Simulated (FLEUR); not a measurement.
**LuFeC2: parallel and opposed starts**

Wanted: the moments of LuFeC2 and the energy of each order that was tried.

Method: PBEsol; all-electron FLAPW, Dirac cores, scalar-relativistic bands, in FLEUR MaX-R8.1.

Report form: the programs' logs are mostly left out.

## 1. Starting point

It takes space group Amm2 (No. 38, orthorhombic). Conventional cell: a = 3.454 Å, b = 4.498 Å, c = 5.913 Å, α = 90.00°, β = 90.00°, γ = 90.00°. Lu has 8 C at 2.54 to 2.62 Å nearest. Fe has 4 C at 1.91 to 1.96 Å nearest. Nearest to C lie 1 C at 1.41 Å and 2 Fe at 1.91 to 1.96 Å and 4 Lu at 2.54 to 2.62 Å. Farther neighbours are not listed.

The cell comes from a database of computed structures and need not be the stable phase.

## 2. Order 1, typed as ferro +

The parallel start comes first: it shows whether parallel moments hold.

inpgen writes inp.xml from crystal.txt; cutoffs, mixing, functional, smearing and local orbitals are then set in the file. The k list default-1 (kpts.xml, not shown) is a Γ-centred 8×8×8 mesh; where the ranks do not divide the number of points, some are split in two of half the weight.

inp.xml

```
<?xml version="1.0" encoding="UTF-8" standalone="no"?>
<fleurInput fleurInputVersion="0.39">
   <comment>
      LuFeC2
   </comment>
   <calculationSetup>
      <cutoffs Kmax="4.4" Gmax="13.2" GmaxXC="13.2" numbands="0"/>
      <scfLoop itmax="90" minDistance="0.00002" maxIterBroyd="15" imix="Anderson" alpha="0.05" precondParam="0.0" spinf="2.0" sdNocoIR="T"/>
      <coreElectrons ctail="T" frcor="F" kcrel="0" coretail_lmax="0"/>
      <xcFunctional name="PBEs" relativisticCorrections="F"/>
      <magnetism jspins="2"/>
      <soc l_soc="F" theta="0.0" phi="0.0" spav="F"/>
      <expertModes spex="0" secvar="F"/>
      <geometryOptimization l_f="F" forcealpha="1.0" forcemix="BFGS" epsdisp="0.00001" epsforce="0.00001"/>
      <ldaU l_linMix="F" mixParam="0.05" spinf="1.0"/>
   </calculationSetup>
   <cell>
      <bzIntegration valenceElectrons="49.0" mode="hist" fermiSmearingEnergy="0.00110248">
         <kPointListSelection listName="default-1"/>
         <xi:include xmlns:xi="http://www.w3.org/2001/XInclude" href="kpts.xml"> </xi:include>
      </bzIntegration>
      <xi:include xmlns:xi="http://www.w3.org/2001/XInclude" href="sym.xml"> </xi:include>
      <bulkLattice scale="1.0">
         <bravaisMatrix>
            <row-1>    6.5262648292425274     0.0000000000000000     0.0000000000000000</row-1>
            <row-2>    0.0000000000000000     4.2495460851989328     5.5867568633857880</row-2>
            <row-3>    0.0000000000000000    -4.2495460851989328     5.5867568633857880</row-3>
         </bravaisMatrix>
      </bulkLattice>
   </cell>
   <atomSpecies>
      <species name="Lutetium (Lu)" element="Lu" atomicNumber="71">
         <mtSphere radius="2.8" gridPoints="925" logIncrement="0.014"/>
         <atomicCutoffs lmax="10" lnonsphr="8"/>
         <electronConfig flipSpins="F">
            <coreConfig>(1s1/2) (2s1/2) (2p1/2) (2p3/2) (3s1/2) (3p1/2) (3p3/2) (4s1/2) (3d3/2) (3d5/2) (4p1/2) (4p3/2) (4d3/2) (4d5/2)</coreConfig>
            <valenceConfig>(5s1/2) (5p1/2) (5p3/2) (6s1/2) (4f5/2) (4f7/2) (5d3/2) (5d5/2)</valenceConfig>
            <stateOccupation state="(5d3/2)" spinUp="0.200000" spinDown="0.200000"/>
            <stateOccupation state="(5d5/2)" spinUp="0.300000" spinDown="0.300000"/>
         </electronConfig>
         <energyParameters s="6" p="6" d="5" f="4"/>
         <lo type="SCLO" l="0" n="5" eDeriv="0"/>
         <lo type="SCLO" l="1" n="5" eDeriv="0"/>
      </species>
      <species name="Iron (Fe) 2.801" element="Fe" atomicNumber="26">
         <mtSphere radius="2.23" gridPoints="737" logIncrement="0.016"/>
         <atomicCutoffs lmax="8" lnonsphr="6"/>
         <electronConfig flipSpins="F">
            <coreConfig>(1s1/2) (2s1/2) (2p1/2) (2p3/2)</coreConfig>
            <valenceConfig>(3s1/2) (3p1/2) (3p3/2) (4s1/2) (3d3/2) (3d5/2)</valenceConfig>
            <stateOccupation state="(3d3/2)" spinUp="1.4005" spinDown="0.9995"/>
            <stateOccupation state="(3d5/2)" spinUp="3.0" spinDown="0.6"/>
         </electronConfig>
         <energyParameters s="4" p="4" d="3" f="4"/>
         <lo type="SCLO" l="0" n="3" eDeriv="0"/>
         <lo type="SCLO" l="1" n="3" eDeriv="0"/>
      </species>
      <species name="Carbon (C)" element="C" atomicNumber="6">
         <mtSphere radius="1.3" gridPoints="431" logIncrement="0.024"/>
         <atomicCutoffs lmax="6" lnonsphr="4"/>
         <electronConfig flipSpins="F">
            <coreConfig>(1s1/2)</coreConfig>
            <valenceConfig>(2s1/2) (2p1/2) (2p3/2)</valenceConfig>
            <stateOccupation state="(2p1/2)" spinUp="0.333333" spinDown="0.333333"/>
            <stateOccupation state="(2p3/2)" spinUp="0.666667" spinDown="0.666667"/>
         </electronConfig>
         <energyParameters s="2" p="2" d="3" f="4"/>
      </species>
   </atomSpecies>
   <atomGroups>
      <atomGroup species="Lutetium (Lu)">
         <relPos label="                   1">.0000000000 -.0077542400 -.0077542400</relPos>
         <force calculate="T" relaxXYZ="TTT"/>
      </atomGroup>
      <atomGroup species="Iron (Fe) 2.801">
         <relPos label="                   2">1.000/2.000 .3912907300 .3912907300</relPos>
         <force calculate="T" relaxXYZ="TTT"/>
      </atomGroup>
      <atomGroup species="Carbon (C)">
         <relPos label="                   3">1.000/2.000 -.1427186000 -.4558180600</relPos>
         <relPos label="                   4">1.000/2.000 -.4558180600 -.1427186000</relPos>
         <force calculate="T" relaxXYZ="TTT"/>
      </atomGroup>
   </atomGroups>
   <output dos="F" band="F" slice="F">
      <bandDOS minEnergy="-.5*Htr" maxEnergy="0.5*Htr" sigma="0.015" storeEVData="T"/>
      <plotting iplot="0" polar="F">
         <plot TwoD="T" vec1="  1.0  0.0  0.0" vec2="  0.0  1.0  0.0" vec3="  0.0  0.0  1.0" zero="  0.0  0.0  0.0" file="plot"/>
      </plotting>
      <moessbauerParams electricFieldGradient="F" isomerShift="F" coreHyperfine="F" valenceHyperfine="F"/>
   </output>
</fleurInput>
```

crystal.txt

```
LuFeC2
&input film=F cartesian=F /
3.45355062000  0.00000000000  0.00000000000
0.00000000000  2.24876294500  2.95638441500
0.00000000000  -2.24876294500  2.95638441500
1.8897261246
1.0 1.0 1.0

4
71 0.00000000000  0.99224576000  0.99224576000
26 0.50000000000  0.39129073000  0.39129073000 : 2.801
6 0.50000000000  0.85728140000  0.54418194000
6 0.50000000000  0.54418194000  0.85728140000

&kpt div1=8 div2=8 div3=8 gamma=T /
```

Command:

```sh
> OMP_NUM_THREADS=1 inpgen -f crystal.txt > inpgen.log  # inp.xml is then edited as shown
> OMP_NUM_THREADS=1 mpirun -n 4 fleur_MPI > fleur.log
```

Wall time 6.1 min (4 MPI ranks of Intel Xeon Platinum 8375C at 2.90GHz (Ice Lake), shared host); peak memory 0.46 GiB.

Spin moment in the muffin-tin sphere by atom:

```csv
atom,spin moment in the muffin-tin sphere (μB)
Lu1,-0.016
Fe2,0.968
C3,-0.002
C4,-0.002
```

Numbers from this step:

```
free energy                                                       : -433321.4367 eV
program's band gap on this mesh (in a metal only a level spacing) : 0.007907 eV
magnetization                                                     : 0.9469 μB
final state                                                       : ferromagnetic
```

After 38 cycles the largest moment stands at 0.968 μB.

## 3. Start 2: antiferro q=(1/2,1/2,1/2) +-

Another pattern of signs weighs the neighbour shells otherwise.

The cell is doubled to 8 atoms to hold this order. The mesh is halved along the doubled vector, so that both cells sample the same points. The k list default-1 (kpts.xml, not shown) is a Γ-centred 4×8×8 mesh.

inp.xml: that of step 2 with these lines changed.

```diff
@@ -17,3 +17,3 @@
    <cell>
-      <bzIntegration valenceElectrons="49.0" mode="hist" fermiSmearingEnergy="0.00110248">
+      <bzIntegration valenceElectrons="98.0" mode="hist" fermiSmearingEnergy="0.00110248">
          <kPointListSelection listName="default-1"/>
@@ -24,5 +24,5 @@
          <bravaisMatrix>
-            <row-1>    6.5262648292425274     0.0000000000000000     0.0000000000000000</row-1>
-            <row-2>    0.0000000000000000     4.2495460851989328     5.5867568633857880</row-2>
-            <row-3>    0.0000000000000000    -4.2495460851989328     5.5867568633857880</row-3>
+            <row-1>   13.0525296584850548     0.0000000000000000     0.0000000000000000</row-1>
+            <row-2>    6.5262648292425274     4.2495460851989328     5.5867568633857880</row-2>
+            <row-3>    6.5262648292425274    -4.2495460851989328     5.5867568633857880</row-3>
          </bravaisMatrix>
@@ -57,2 +57,15 @@
       </species>
+      <species name="Iron (Fe) -2.801" element="Fe" atomicNumber="26">
+         <mtSphere radius="2.23" gridPoints="737" logIncrement="0.016"/>
+         <atomicCutoffs lmax="8" lnonsphr="6"/>
+         <electronConfig flipSpins="F">
+            <coreConfig>(1s1/2) (2s1/2) (2p1/2) (2p3/2)</coreConfig>
+            <valenceConfig>(3s1/2) (3p1/2) (3p3/2) (4s1/2) (3d3/2) (3d5/2)</valenceConfig>
+            <stateOccupation state="(3d3/2)" spinUp="0.9995" spinDown="1.4005"/>
+            <stateOccupation state="(3d5/2)" spinUp="0.6" spinDown="3.0"/>
+         </electronConfig>
+         <energyParameters s="4" p="4" d="3" f="4"/>
+         <lo type="SCLO" l="0" n="3" eDeriv="0"/>
+         <lo type="SCLO" l="1" n="3" eDeriv="0"/>
+      </species>
       <species name="Carbon (C)" element="C" atomicNumber="6">
@@ -71,3 +84,4 @@
       <atomGroup species="Lutetium (Lu)">
-         <relPos label="                   1">.0000000000 -.0077542400 -.0077542400</relPos>
+         <relPos label="                   1">.0077542400 -.0077542400 -.0077542400</relPos>
+         <relPos label="                   2">-.4922457600 -.0077542400 -.0077542400</relPos>
          <force calculate="T" relaxXYZ="TTT"/>
@@ -75,3 +89,7 @@
       <atomGroup species="Iron (Fe) 2.801">
-         <relPos label="                   2">1.000/2.000 .3912907300 .3912907300</relPos>
+         <relPos label="                   3">-.1412907300 .3912907300 .3912907300</relPos>
+         <force calculate="T" relaxXYZ="TTT"/>
+      </atomGroup>
+      <atomGroup species="Iron (Fe) -2.801">
+         <relPos label="                   4">.3587092700 .3912907300 .3912907300</relPos>
          <force calculate="T" relaxXYZ="TTT"/>
@@ -79,4 +97,9 @@
       <atomGroup species="Carbon (C)">
-         <relPos label="                   3">1.000/2.000 -.1427186000 -.4558180600</relPos>
-         <relPos label="                   4">1.000/2.000 -.4558180600 -.1427186000</relPos>
+         <relPos label="                   5">-.4507316700 -.1427186000 -.4558180600</relPos>
+         <relPos label="                   7">-.4507316700 -.4558180600 -.1427186000</relPos>
+         <force calculate="T" relaxXYZ="TTT"/>
+      </atomGroup>
+      <atomGroup species="Carbon (C)">
+         <relPos label="                   6">.0492683300 -.1427186000 -.4558180600</relPos>
+         <relPos label="                   8">.0492683300 -.4558180600 -.1427186000</relPos>
          <force calculate="T" relaxXYZ="TTT"/>
```

crystal.txt

```
LuFeC2
&input film=F cartesian=F /
6.90710124000  0.00000000000  0.00000000000
3.45355062000  2.24876294500  2.95638441500
3.45355062000  -2.24876294500  2.95638441500
1.8897261246
1.0 1.0 1.0

8
71 0.00775424000  0.99224576000  0.99224576000
71 0.50775424000  0.99224576000  0.99224576000
26 0.85870927000  0.39129073000  0.39129073000 : 2.801
26 0.35870927000  0.39129073000  0.39129073000 : -2.801
6 0.54926833000  0.85728140000  0.54418194000
6 0.04926833000  0.85728140000  0.54418194000
6 0.54926833000  0.54418194000  0.85728140000
6 0.04926833000  0.54418194000  0.85728140000

&kpt div1=4 div2=8 div3=8 gamma=T /
```

Elapsed: 31 min, on 4 MPI ranks; peak memory 0.87 GiB.

The run stopped without converging, so none of its numbers is a property of the system.

After 90 cycles the density distance stands at 1.2e-4 me/bohr³, above the threshold of 2e-05.

## 4. Run 3 (antiferro q=(0,0,1/2) +-)

Reversing part of the moments tests the sign of the couplings between them.

This order needs a doubled cell of 8 atoms. The mesh is halved along the doubled vector, so that both cells sample the same points. The k list default-1 (kpts.xml, not shown) is a Γ-centred 8×8×4 mesh.

inp.xml: that of step 3 with these lines changed.

```diff
@@ -24,5 +24,5 @@
          <bravaisMatrix>
-            <row-1>   13.0525296584850548     0.0000000000000000     0.0000000000000000</row-1>
-            <row-2>    6.5262648292425274     4.2495460851989328     5.5867568633857880</row-2>
-            <row-3>    6.5262648292425274    -4.2495460851989328     5.5867568633857880</row-3>
+            <row-1>    6.5262648292425274     0.0000000000000000     0.0000000000000000</row-1>
+            <row-2>    0.0000000000000000     4.2495460851989328     5.5867568633857880</row-2>
+            <row-3>    0.0000000000000000    -8.4990921703978657    11.1735137267715761</row-3>
          </bravaisMatrix>
@@ -84,4 +84,7 @@
       <atomGroup species="Lutetium (Lu)">
-         <relPos label="                   1">.0077542400 -.0077542400 -.0077542400</relPos>
-         <relPos label="                   2">-.4922457600 -.0077542400 -.0077542400</relPos>
+         <relPos label="                   1">.0000000000 -.0077542400 .4961228800</relPos>
+         <force calculate="T" relaxXYZ="TTT"/>
+      </atomGroup>
+      <atomGroup species="Lutetium (Lu)">
+         <relPos label="                   2">.0000000000 -.0077542400 -.0038771200</relPos>
          <force calculate="T" relaxXYZ="TTT"/>
@@ -89,3 +92,3 @@
       <atomGroup species="Iron (Fe) 2.801">
-         <relPos label="                   3">-.1412907300 .3912907300 .3912907300</relPos>
+         <relPos label="                   3">1.000/2.000 .3912907300 .1956453650</relPos>
          <force calculate="T" relaxXYZ="TTT"/>
@@ -93,3 +96,3 @@
       <atomGroup species="Iron (Fe) -2.801">
-         <relPos label="                   4">.3587092700 .3912907300 .3912907300</relPos>
+         <relPos label="                   4">1.000/2.000 .3912907300 -.3043546350</relPos>
          <force calculate="T" relaxXYZ="TTT"/>
@@ -97,4 +100,3 @@
       <atomGroup species="Carbon (C)">
-         <relPos label="                   5">-.4507316700 -.1427186000 -.4558180600</relPos>
-         <relPos label="                   7">-.4507316700 -.4558180600 -.1427186000</relPos>
+         <relPos label="                   5">1.000/2.000 -.1427186000 .2720909700</relPos>
          <force calculate="T" relaxXYZ="TTT"/>
@@ -102,4 +104,11 @@
       <atomGroup species="Carbon (C)">
-         <relPos label="                   6">.0492683300 -.1427186000 -.4558180600</relPos>
-         <relPos label="                   8">.0492683300 -.4558180600 -.1427186000</relPos>
+         <relPos label="                   6">1.000/2.000 -.1427186000 -.2279090300</relPos>
+         <force calculate="T" relaxXYZ="TTT"/>
+      </atomGroup>
+      <atomGroup species="Carbon (C)">
+         <relPos label="                   7">1.000/2.000 -.4558180600 .4286407000</relPos>
+         <force calculate="T" relaxXYZ="TTT"/>
+      </atomGroup>
+      <atomGroup species="Carbon (C)">
+         <relPos label="                   8">1.000/2.000 -.4558180600 -.0713593000</relPos>
          <force calculate="T" relaxXYZ="TTT"/>
```

crystal.txt

```
LuFeC2
&input film=F cartesian=F /
3.45355062000  0.00000000000  0.00000000000
0.00000000000  2.24876294500  2.95638441500
0.00000000000  -4.49752589000  5.91276883000
1.8897261246
1.0 1.0 1.0

8
71 0.00000000000  0.99224576000  0.49612288000
71 0.00000000000  0.99224576000  0.99612288000
26 0.50000000000  0.39129073000  0.19564536500 : 2.801
26 0.50000000000  0.39129073000  0.69564536500 : -2.801
6 0.50000000000  0.85728140000  0.27209097000
6 0.50000000000  0.85728140000  0.77209097000
6 0.50000000000  0.54418194000  0.42864070000
6 0.50000000000  0.54418194000  0.92864070000

&kpt div1=8 div2=8 div3=4 gamma=T /
```

The job ended after 28 min (4 MPI ranks; peak memory 1.2 GiB; 1.8 h of CPU time).

Spin moment in the muffin-tin sphere by atom:

```csv
atom,spin moment in the muffin-tin sphere (μB)
Lu1,0.015
Lu2,-0.015
Fe3,0.873
Fe4,-0.873
C5,0.000
C6,0.000
C7,0.000
C8,0.000
```

This step gave:

```
free energy                                                       : -866642.8410 eV
program's band gap on this mesh (in a metal only a level spacing) : 0.002218 eV
magnetization                                                     : 0 μB
final state                                                       : antiferromagnetic
```

It lies 16.2 meV a seeded atom over the first start, and its largest moment is 0.873 μB against 0.968 μB.

## 5. Run 4 (antiferro q=(1/2,0,1/2) +-)

The cell is doubled to 8 atoms to hold this order. The mesh is halved along the doubled vector, so that both cells sample the same points. The k list default-1 (kpts.xml, not shown) is a Γ-centred 4×8×8 mesh.

inp.xml: that of step 4 with these lines changed.

```diff
@@ -24,5 +24,5 @@
          <bravaisMatrix>
-            <row-1>    6.5262648292425274     0.0000000000000000     0.0000000000000000</row-1>
+            <row-1>   13.0525296584850548     0.0000000000000000     0.0000000000000000</row-1>
             <row-2>    0.0000000000000000     4.2495460851989328     5.5867568633857880</row-2>
-            <row-3>    0.0000000000000000    -8.4990921703978657    11.1735137267715761</row-3>
+            <row-3>    6.5262648292425274    -4.2495460851989328     5.5867568633857880</row-3>
          </bravaisMatrix>
@@ -84,7 +84,4 @@
       <atomGroup species="Lutetium (Lu)">
-         <relPos label="                   1">.0000000000 -.0077542400 .4961228800</relPos>
-         <force calculate="T" relaxXYZ="TTT"/>
-      </atomGroup>
-      <atomGroup species="Lutetium (Lu)">
-         <relPos label="                   2">.0000000000 -.0077542400 -.0038771200</relPos>
+         <relPos label="                   1">-.4961228800 -.0077542400 -.0077542400</relPos>
+         <relPos label="                   2">.0038771200 -.0077542400 -.0077542400</relPos>
          <force calculate="T" relaxXYZ="TTT"/>
@@ -92,3 +89,3 @@
       <atomGroup species="Iron (Fe) 2.801">
-         <relPos label="                   3">1.000/2.000 .3912907300 .1956453650</relPos>
+         <relPos label="                   3">.0543546350 .3912907300 .3912907300</relPos>
          <force calculate="T" relaxXYZ="TTT"/>
@@ -96,3 +93,3 @@
       <atomGroup species="Iron (Fe) -2.801">
-         <relPos label="                   4">1.000/2.000 .3912907300 -.3043546350</relPos>
+         <relPos label="                   4">-.4456453650 .3912907300 .3912907300</relPos>
          <force calculate="T" relaxXYZ="TTT"/>
@@ -100,3 +97,3 @@
       <atomGroup species="Carbon (C)">
-         <relPos label="                   5">1.000/2.000 -.1427186000 .2720909700</relPos>
+         <relPos label="                   5">-.0220909700 -.1427186000 -.4558180600</relPos>
          <force calculate="T" relaxXYZ="TTT"/>
@@ -104,3 +101,3 @@
       <atomGroup species="Carbon (C)">
-         <relPos label="                   6">1.000/2.000 -.1427186000 -.2279090300</relPos>
+         <relPos label="                   6">.4779090300 -.1427186000 -.4558180600</relPos>
          <force calculate="T" relaxXYZ="TTT"/>
@@ -108,3 +105,3 @@
       <atomGroup species="Carbon (C)">
-         <relPos label="                   7">1.000/2.000 -.4558180600 .4286407000</relPos>
+         <relPos label="                   7">-.1786407000 -.4558180600 -.1427186000</relPos>
          <force calculate="T" relaxXYZ="TTT"/>
@@ -112,3 +109,3 @@
       <atomGroup species="Carbon (C)">
-         <relPos label="                   8">1.000/2.000 -.4558180600 -.0713593000</relPos>
+         <relPos label="                   8">.3213593000 -.4558180600 -.1427186000</relPos>
          <force calculate="T" relaxXYZ="TTT"/>
```

crystal.txt

```
LuFeC2
&input film=F cartesian=F /
6.90710124000  0.00000000000  0.00000000000
0.00000000000  2.24876294500  2.95638441500
3.45355062000  -2.24876294500  2.95638441500
1.8897261246
1.0 1.0 1.0

8
71 0.50387712000  0.99224576000  0.99224576000
71 0.00387712000  0.99224576000  0.99224576000
26 0.05435463500  0.39129073000  0.39129073000 : 2.801
26 0.55435463500  0.39129073000  0.39129073000 : -2.801
6 0.97790903000  0.85728140000  0.54418194000
6 0.47790903000  0.85728140000  0.54418194000
6 0.82135930000  0.54418194000  0.85728140000
6 0.32135930000  0.54418194000  0.85728140000

&kpt div1=4 div2=8 div3=8 gamma=T /
```

It took 28 min on 4 MPI ranks; peak memory 1.4 GiB.

The run was cut off at its time limit.

After 47 cycles the density distance stands at 9.7e-4 me/bohr³, still falling.

[end of part 1 of 2]

[Logs and program files are shortened in this print: banners, set-up blocks, solver, clock and traceback lines can be left out without a mark of their own.]

[Logs are printed without paths, hosts, clocks, repeated set-up lines and the standing remarks that a program may print on its own settings, such as how far it seeks lower states.]

[Hosts, paths, dates, database ids (printed as entryN), source tags and the programs' standing remarks are cut or masked in the printed files.]

[Where a cell is said to come from a database of computed structures, the database is the Materials Project.]
